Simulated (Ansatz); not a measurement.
Rows from a G0W0 calculation on GeSb4Te7 (P-3m1) (Ansatz 0.2.0; G0W0 on PBE with a share 0.9 of exact exchange, plane waves, PAW; PAW set soft_1; 6×6×1 mesh, 1028 empty bands, screening to 110 eV, PAW set soft_1 files), in eV. Spin-orbit coupling is left out.

```tsv
row	k	band	start	Σx	Σc at the solution	Vxc
A	Γ	c3	10.735	-9.212	-2.755	-10.911
B	Γ	v4	5.492	-15.440	0.457	-16.570
C	Γ	v2	6.828	-14.411	-0.045	-15.607
D	Γ	c1	10.691	-8.924	-2.781	-10.633
E	Γ	v3	5.930	-14.741	0.052	-15.936
F	Γ	v1	6.919	-14.578	-0.063	-15.774
```

Question: Work out each quasiparticle level and how far it moved.

The quasiparticle equation reads E = start + Σx + Σc(E) − Vxc.

```tsv
row	E (eV)	shift (eV)
A	9.679	−1.056
B	7.078	+1.586
C	7.979	+1.152
D	9.618	−1.072
E	7.177	+1.247
F	8.052	+1.133
```

The gap over the computed points goes from 3.77 eV to 1.57 eV.

Limits: not at the basis limit; no spin-orbit coupling.

[Paths, hosts, dates, memory and timing lines, banners, echoed tables and standing remarks are left out of the program output.]

[Logs are printed without paths, hosts, clocks, repeated set-up lines and the standing remarks that a program may print on its own settings, such as how far it seeks lower states.]

[Runs of the session that timed out or met a known fault of the program may be left out.]

[Cells called generated may have been cut or substituted from an entry of the Crystallography Open Database or the Materials Project.]

[Hosts, paths, dates, database ids (printed as entryN), source tags and the programs' standing remarks are cut or masked in the printed files.]
